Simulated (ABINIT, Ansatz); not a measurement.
# TlIO3 (R3m): changed settings of a GW run in ABINIT, part 2 of 2

A base run on TlIO3 (R3m), then changed inputs.

ABINIT 10.8.3; PBEsol and many-body steps on it, plane waves. Known limits of the many-body steps: not at the basis limit; no spin-orbit coupling; coarse k mesh.

So far. Step 2 (Screening, 2×2×2 mesh, 88 bands, screening to 114.3 eV): Local fields lower ε∞ by 16 %. On a Γ-centred mesh this coarse the value itself is usually too large, while a short band sum pulls it down. Step 3 (Base): The gap on the mesh goes from 2.69 eV to 4.20 eV, a correction of +1.50 eV.

**4. Scissors in G**

Level of this step: G0W0 on PBEsol, plane waves, norm-conserving pseudopotentials (ABINIT).

File run.abi:

```
acell 3*1.0 Angstrom
rprim 
  3.150792580489 1.819110944506 2.655433585300
  -3.150792580489 1.819110944506 2.655433585300
  0.000000000000 -3.638221889012 2.655433585300
ntypat 3
znucl 81 53 8
natom 5
typat 1 2 3 3 3
xred 
  0.008750850000 0.008750850000 0.008750850000
  0.501867330000 0.501867330000 0.501867330000
  0.903287650000 0.461897090000 0.461897090000
  0.461897090000 0.903287650000 0.461897090000
  0.461897090000 0.461897090000 0.903287650000
pp_dirpath "pseudos"
pseudos "Tl.upf, I.upf, O.upf"
ecut 42
ngkpt 2 2 2
nshiftk 1
shiftk 0 0 0
kptopt 1
chksymbreak 0
istwfk *1
occopt 1
irdwfk 1
optdriver 4
nband 88
gwcalctyp 0
ecutsigx 42
symsigma 1
nkptgw 2
kptgw 
  0.5000000000 0.5000000000 0.5000000000
  0.0000000000 0.0000000000 0.0000000000
bdgw 
  27 30
  27 31
ecuteps 4.2
irdscr 1
ppmodel 1
mbpt_sciss 1.0 eV
indata_prefix "in"
outdata_prefix "out"
tmpdata_prefix "tmp"
```

Started as:

```
$ OMP_NUM_THREADS=1 mpirun -n 4 abinit run.abi > log
```

The log of the run:

```text
.Version 10.8.3 of ABINIT. v10.8.2 released Aug 2026.

 Symmetries : space group R3 m (#160); Bravais hR (rhombohedral)
[... echo of the input left out ...]
== DATASET  1 ==================================================================
-   mpi_nproc: 4, omp_nthreads: 1 (-1 if OMP is not activated)

--- !DatasetInfo
iteration_state: {dtset: 1, }
dimensions: {natom: 5, nkpt: 4, mband: 88, nsppol: 1, nspinor: 1, nspden: 1, mpw: 8025, }
cutoff_energies: {ecut:  42.0, pawecutdg:  -1.0, }
electrons: {nelect:   5.60000000E+01, charge:   0.00000000E+00, occopt:   1.00000000E+00, tsmear:   1.00000000E-02, }

 SIGMA: Calculation of the GW corrections

 Based on a program developped by R.W. Godby, V. Olevano, G. Onida, and L. Reining.
 Incorporated in ABINIT by V. Olevano, G.-M. Rignanese, and M. Torrent.
.Using double precision arithmetic ; gwpc =  8

[... cell and pseudopotentials left out ...]
--------------------------------------------------------------------------------

 ==== K-mesh for the wavefunctions ====
 Number of points in the irreducible wedge :     4
[... list of points left out ...]
 Together with  6 symmetry operations and time-reversal symmetry
 yields     8 points in the full Brillouin Zone.

 ==== Q-mesh for screening function ====
 Number of points in the irreducible wedge :     4
[... list of points left out ...]
 Together with  6 symmetry operations and time-reversal symmetry
 yields     8 points in the full Brillouin Zone.

 vcoul_init : cutoff-mode = AUXILIARY_FUNCTION
 q-points for optical limit:   1
     1)      0.000010    0.000020    0.000030
 setmesh: FFT mesh size selected  =    50x   50x   50
          total number of points  =       125000

 Number of electrons calculated from density =   56.0000; Expected =   56.0000
[...]
max omega for Sigma on real axis  [eV]           0.00
 zcut for avoiding poles [eV]                     0.10
 scissor energy [eV]                              1.00

 EPSILON^-1 parameters (SCR file):
 dimension of the eps^-1 matrix on file            251
 dimension of the eps^-1 matrix used               251
 number of plane-waves for wavefunctions          8025
 number of bands                                    88
 number of q-points in IBZ                           4
 number of frequencies                               2
 number of real frequencies                          1
 number of imag frequencies                          1

 matrix elements of self-energy operator (all in [eV])

 Perturbative Calculation

--- !SelfEnergy_ee
iteration_state: {dtset: 1, }
kpoint     : [   0.500,    0.500,    0.500, ]
spin       : 1
KS_gap     :    2.690
QP_gap     :    4.296
Delta_QP_KS:    1.606
data: !SigmaeeData |
     Band     E0 <VxcDFT>   SigX SigC(E0)      Z dSigC/dE  Sig(E)    E-E0       E
       27   2.780 -19.497 -24.743   5.285   0.760  -0.316 -19.467   0.029   2.810
       28   3.307 -17.005 -20.797   3.367   0.798  -0.253 -17.344  -0.339   2.968
       29   5.998 -14.349 -10.474  -2.550   0.821  -0.218 -13.082   1.267   7.265
[...]
--- !SelfEnergy_ee
iteration_state: {dtset: 1, }
kpoint     : [   0.000,    0.000,    0.000, ]
spin       : 1
KS_gap     :    7.479
QP_gap     :    9.015
Delta_QP_KS:    1.536
data: !SigmaeeData |
     Band     E0 <VxcDFT>   SigX SigC(E0)      Z dSigC/dE  Sig(E)    E-E0       E
[...]
30  10.035 -15.645 -10.508  -3.038   0.807  -0.239 -13.758   1.887  11.922
       31  10.035 -15.645 -10.508  -3.038   0.807  -0.239 -13.758   1.887  11.922

== END DATASET(S) ==============================================================
================================================================================

 -outvars: echo values of variables after computation  --------
           etotal      0.0000000000E+00
            nband          88
             nkpt           4
          spgroup         160
 [... the other variables as echoed above ...]

 Calculation completed.
```

The job ended after 6.7 s (4 MPI ranks of Arm Neoverse V1, shared host; peak memory 0.7 GiB).

This step gave:

```
G0W0 gap on the points computed              : 4.297 eV
starting gap on the mesh                     : 2.690 eV
k of the valence top                         : 0.5, 0.5, 0.5
k of the conduction bottom                   : 0.5, 0.5, 0.5
Z at the valence top                         : 0.798
Z at the conduction bottom                   : 0.821
least direct G0W0 gap on the computed points : 4.297 eV
```

**5. Another k mesh than the file's**

run.abi: that of step 4 with these lines changed.

```diff
@@ -18,3 +18,3 @@
 ecut 42
-ngkpt 2 2 2
+ngkpt 3 3 3
 nshiftk 1
@@ -41,3 +41,2 @@
 ppmodel 1
-mbpt_sciss 1.0 eV
 indata_prefix "in"
```

The log of the run:

```text
.Version 10.8.3 of ABINIT. v10.8.2 released Aug 2026.

 Symmetries : space group R3 m (#160); Bravais hR (rhombohedral)
================================================================================
 Values of the parameters that define the memory need of the present run
     intxc =       0    ionmov =       0      iscf =       7    lmnmax =       6
     lnmax =       6     mgfft =      50  mpssoang =       3    mqgrid =    3001
     natom =       5  nloc_mem =       1    nspden =       1   nspinor =       1
    nsppol =       1      nsym =       6    n1xccc =    2501    ntypat =       3
    occopt =       1   xclevel =       2
-    mband =          88        mffmem =           1         mkmem =           2
       mpw =        8025          nfft =      125000          nkpt =           6
================================================================================
  Rough estimation (10% accuracy) of disk space for files :
================================================================================

--------------------------------------------------------------------------------
------------- Echo of variables that govern the present computation ------------
--------------------------------------------------------------------------------
 -outvars: echo values of preprocessed input variables --------
            acell      1.8897261259E+00  1.8897261259E+00  1.8897261259E+00 Bohr

             bdgw          27      30      27      31
      chksymbreak           0
             ecut      4.20000000E+01 Hartree
          ecuteps      4.20000000E+00 Hartree
         ecutsigx      4.20000000E+01 Hartree
          ecutwfn      4.20000000E+01 Hartree
-          fftalg         312
           irdscr           1
           irdwfk           1

[...]
Unit cell volume ucvol=  6.1625761E+02 bohr^3
 Angles (23,13,12)=  8.87770665E+01  8.87770665E+01  8.87770665E+01 degrees

--- Pseudopotential description ------------------------------------------------
- Tl Generated using ONCVPSP code by D. R. Hamann
- 81.00000  21.00000  180301                  znucl, zion, pspdat
12 -116133 2 -1 2008                          pspcod,pspxc,lmax,lloc,mmax
     nproj     2     2     2
  pspatm : epsatm=   25.94155489
         --- l  ekb(1:nproj) -->
[...]
pspatm: atomic psp has been read  and splines computed

- I Generated using ONCVPSP code by D. R. Hamann
- 53.00000  17.00000  180301                  znucl, zion, pspdat
12 -116133 2 -1 1182                          pspcod,pspxc,lmax,lloc,mmax
     nproj     2     2     2
  pspatm : epsatm=   40.15760518
         --- l  ekb(1:nproj) -->
[...]
pspatm: atomic psp has been read  and splines computed

- O Generated using ONCVPSP code by D. R. Hamann
-  8.00000   6.00000  180301                  znucl, zion, pspdat
12 -116133 2 -1 936                           pspcod,pspxc,lmax,lloc,mmax
     nproj     2     2     1
  pspatm : epsatm=    6.20179097
         --- l  ekb(1:nproj) -->
             0    7.230545    0.993450
             1   -5.249222   -1.293237
             2   -1.335834
 pspatm: atomic psp has been read  and splines computed

   4.74345385E+03                                ecore*ucvol(ha*bohr**3)
--------------------------------------------------------------------------------

--- !ERROR
message: |
    Cannot continue, basic dimensions/parameters reported in the header do not agree with input file.
    Check consistency between the content of the WFK external file and the input file.

--- !ERROR
message: |
    Cannot continue, basic dimensions/parameters reported in the header do not agree with input file.
    Check consistency between the content of the WFK external file and the input file.

--- from the log ---
Cannot continue, basic dimensions/parameters reported in the header do not agree with input file.
    Check consistency between the content of the WFK external file and the input file.
```

Elapsed: 3 s, on 4 MPI ranks; peak memory 0.06 GiB; 12 s of CPU time.

The run stopped with an error after 3 s.

The program's words: Cannot continue, basic dimensions/parameters reported in the header do not agree with input file. Check consistency between the content of the WFK external file and the input file.

The fault put into this input: another k mesh than the file's.

**6. Side by side**

Times are wall times on 4 MPI ranks of Arm Neoverse V1, shared host, good to a factor of about two. A run's time includes the screening step that it read.

| run | mesh | bands | screening cutoff (eV) | DFT gap (eV) | gap on the mesh (eV) | direct (eV) | ε∞ used | time |
| --- | --- | --- | --- | --- | --- | --- | --- | --- |
| base | 2×2×2 | 88 | 114.3 | 2.690 | 4.195 | 4.195 | 5.17 | 24 s |
| scissors in G | 2×2×2 | 88 | 114.3 | 2.690 | 4.297 | 4.297 | 5.17 | 24 s |

**7. Outcome**

```yaml
base: 4.195 eV
scissors_in_g: 4.297 eV
known_limits: not at the basis limit; no spin-orbit coupling; coarse k mesh
```

**Reading.** Scissors in G: +0.102 eV against base (keys changed: mbpt_sciss). Bands and cutoff are finite, so the gap is not at the basis limit. The miss can reach some tenths of an eV and take either sign; the mesh is an error of its own. In the first G0W0 run levels were corrected at 2 k points alone, so a gap called «on the mesh» is the least over those, and an edge elsewhere would be missed. The 2×2×2 mesh is coarse for this cell, which bears on the long-range parts of exchange and screening. Where an edge is built on 6p states of lead, bismuth or thallium, scalar-relativistic gaps usually stand too wide, by a few tenths to over one eV. The many-body steps are scalar-relativistic: spin-orbit coupling is not in them.

[Paths, hosts, dates, memory and timing lines, banners, echoed tables and standing remarks are left out of the program output.]

[Logs are printed without paths, hosts, clocks, repeated set-up lines and the standing remarks that a program may print on its own settings, such as how far it seeks lower states.]

[Runs of the session that timed out or met a known fault of the program may be left out.]

[No measured gap is set beside runs whose start may be inverted or whose files or cutoffs have a known fault.]

[Hosts, paths, dates, database ids (printed as entryN), source tags and the programs' standing remarks are cut or masked in the printed files.]

[G0W0 gaps are taken among the corrected bands and points alone; a level outside them can change the order at an edge.]

[Where Ansatz stands beside ABINIT at settings called matched, ABINIT's density can come from a denser mesh and the files from another edition; pairs whose starting gaps differed by over 0.03 eV were left out, so agreement reads better than it is.]
